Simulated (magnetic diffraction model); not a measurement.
# K4Cu3PbBr12 below its ordering temperature

Space group Cmmm (no. 65), a = 10.4910 Å, b = 20.7010 Å, c = 5.2050 Å.

| site | atom | x | y | z |
| --- | --- | --- | --- | --- |
| 2a | Pb | 0 | 0 | 0 |
| 4j | Br | 0 | 0.2497 | 1/2 |
| 2d | Br | 0 | 0 | 1/2 |
| 2c | Br | 1/2 | 0 | 1/2 |
| 4i | Br | 0 | 0.1211 | 0 |
| 4i | Br | 1/2 | 0.1297 | 0 |
| 4e | Br | 3/4 | 1/4 | 0 |
| 4g | Br | 0.7522 | 0 | 0 |
| 4i | Cu | 1/2 | 0.2505 | 0 |
| 2b | Cu | 1/2 | 0 | 0 |
| 8q | K | 0.2523 | 0.1274 | 1/2 |

The compound is invented for this exercise: a known structure type with other elements, its cell scaled to their sizes and not relaxed.

Only Cu is taken to order (form factors of Cu2+); orders and moment sizes are assumed, and not adapted to the symmetry. Radiation: neutrons of λ = 2.41 Å, 5° to 45°; isotropic B of 0.28 Å² (Pb), 0.33 Å² (Br), 0.28 Å² (Cu) and 0.41 Å² (K). Simulated constant-wavelength pattern: nuclear and magnetic terms add, the magnetic one as |2.695 fm × Σ f S⊥ exp(2πi Q·r) exp(−B s²)|², summed over all Q at one angle with the factor 1/(sin²θ cos θ). For collinear order S is the moment m, which repeats by lattice and centring translations R with the sign exp(−2πi k·R). Free-ion form factors, Sears's scattering lengths of 1992, no absorption; a label names one of the reflections at its angle. The strongest nuclear line in the range is 100, and lines under 0.2 are left out.

Above the ordering temperature:

```
2θ (°)    index      I
 13.37  (0 2 0)    0.2
 14.80  (1 1 0)    1.7
 24.13  (1 3 0)    1.3
 26.56  (2 0 0)  100.0
 26.77  (0 0 1)   98.5
 26.93  (0 4 0)   98.2
 29.85  (2 2 0)    0.3
 30.04  (0 2 1)    0.3
 30.72  (1 1 1)    1.0
 36.35  (1 3 1)    1.1
 38.07  (2 0 1)   20.1
 38.18  (2 4 0)   20.3
 38.34  (0 4 1)   20.1
 40.88  (0 6 0)    0.3
 40.91  (3 1 0)    0.2
```

Below it (cell unchanged):

```tsv
2θ (°)	I
13.37	1.1
14.80	4.2
24.13	3.2
26.56	100.0
26.77	98.6
26.93	98.4
29.85	0.4
30.04	0.6
30.72	3.0
36.35	2.7
36.47	0.9
38.07	20.2
38.18	20.4
38.34	20.3
40.52	0.3
40.88	0.3
40.91	0.4
```

**Question.** Find the propagation vector, then choose among these models:
A. collinear moments along [110], 0.81 μB on Cu; signs + at (1/2, 0.2505, 0), + at (1/2, 0, 0), + at (0, 0.2495, 0)
B. collinear moments along [101], 0.81 μB on Cu; signs + at (1/2, 0.2505, 0), + at (1/2, 0, 0), + at (0, 0.2495, 0)
C. collinear moments along [101], 0.81 μB on Cu; signs + at (1/2, 0.2505, 0), + at (1/2, 0, 0), − at (0, 0.2495, 0)
D. collinear moments along [110], 0.81 μB on Cu; signs + at (1/2, 0.2505, 0), + at (1/2, 0, 0), − at (0, 0.2495, 0)

No line moves, and magnetic intensity falls on nuclear lines such as the one at 14.80°; new lines at (1 5 0) have whole indices that obey the lattice centring, at places with no nuclear intensity to speak of, so the magnetic cell equals the chemical primitive cell: k = 0.

Magnetic intensity, observed (below minus above) and for each model:

| 2θ (°) | index | observed | A | B | C | D |
| --- | --- | --- | --- | --- | --- | --- |
| 14.80 | (1 1 0) | 2.5 | 0.9 | 0.5 | 2.5 | 4.8 |
| 24.13 | (1 3 0) | 1.9 | 0.2 | 0.4 | 1.9 | 1.0 |
| 26.56 | (2 0 0) | <0.2 | 1.5 | 0.4 | <0.2 | 0.2 |
| 26.77 | (0 0 1) | 0.2 | 1.8 | 1.4 | 0.2 | 0.2 |
| 26.93 | (0 4 0) | 0.2 | 0.4 | 1.8 | 0.2 | <0.2 |
| 30.72 | (1 1 1) | 2.1 | 0.5 | 0.4 | 2.1 | 2.7 |
| 38.07 | (2 0 1) | 0.1 | 1.5 | 0.8 | 0.1 | 0.2 |
| 38.34 | (0 4 1) | 0.2 | 1.0 | 1.4 | 0.2 | 0.1 |

Model C matches.

The structure used: k = (0 0 0), collinear moments along [101], 0.81 μB on Cu; signs + at (1/2, 0.2505, 0), + at (1/2, 0, 0), − at (0, 0.2495, 0).

[Logs are printed without paths, hosts, clocks, repeated set-up lines and the standing remarks that a program may print on its own settings, such as how far it seeks lower states.]
